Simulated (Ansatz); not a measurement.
System: SnO2 (Cassiterite).

Symmetry: P4_2/mnm, No. 136, tetragonal system. The conventional cell has a = 4.738 Å, b = 4.738 Å, c = 3.187 Å, α = 90.00°, β = 90.00°, γ = 90.00°. Sn has 6 O at 2.05 to 2.06 Å nearest. O has 3 Sn at 2.05 to 2.06 Å nearest. Farther neighbours and most contacts between anions are not listed.

```
Sn O
1.0
     4.73800    0.00000    0.00000
     0.00000    4.73800    0.00000
     0.00000    0.00000    3.18650
Sn O
2 4
Direct
  0.00000 0.00000 0.00000
  0.50000 0.50000 0.50000
  0.30710 0.30710 0.00000
  0.19290 0.80710 0.50000
  0.69290 0.69290 0.00000
  0.80710 0.19290 0.50000
```

The cell and positions come from the Crystallography Open Database and are kept as given unless a step says otherwise. PAW set soft_2, made with PBE.

Gaps computed with Ansatz 0.2.0 without a self-energy: PBE 1.28 eV and HSE06 3.04 eV. The mean ε∞ by PBE perturbation theory is 4.45.

What gap should G0W0 on PBE give (4×4×4 mesh, 459 empty bands, screening to 200 eV, default PAW files)?

About 2.82 eV: on its mesh the run moves the gap from 1.28 eV by +1.54 eV. Among the scalar-relativistic levels given, HSE06 is nearest (+0.22 eV). One-shot corrections scale roughly with one over ε∞, here 0.22. Bands and cutoff are finite, so the gap is not at the basis limit. The miss can reach some tenths of an eV and take either sign; the mesh is an error of its own. The 4×4×4 mesh is coarse for this cell (its supercell is 13 Å along the shortest edge). The RPA ε∞ on it, from the PBE start, is 4.44 and 4.71; such meshes misread the long-range screening, most where the gap is narrow. The many-body steps are scalar-relativistic: spin-orbit coupling is not in them.

[Paths, hosts, dates, memory and timing lines, banners, echoed tables and standing remarks are left out of the program output.]

[Logs are printed without paths, hosts, clocks, repeated set-up lines and the standing remarks that a program may print on its own settings, such as how far it seeks lower states.]

[Runs of the session that timed out or met a known fault of the program may be left out.]

[Cells called generated may have been cut or substituted from an entry of the Crystallography Open Database or the Materials Project.]

[Hosts, paths, dates, database ids (printed as entryN), source tags and the programs' standing remarks are cut or masked in the printed files.]
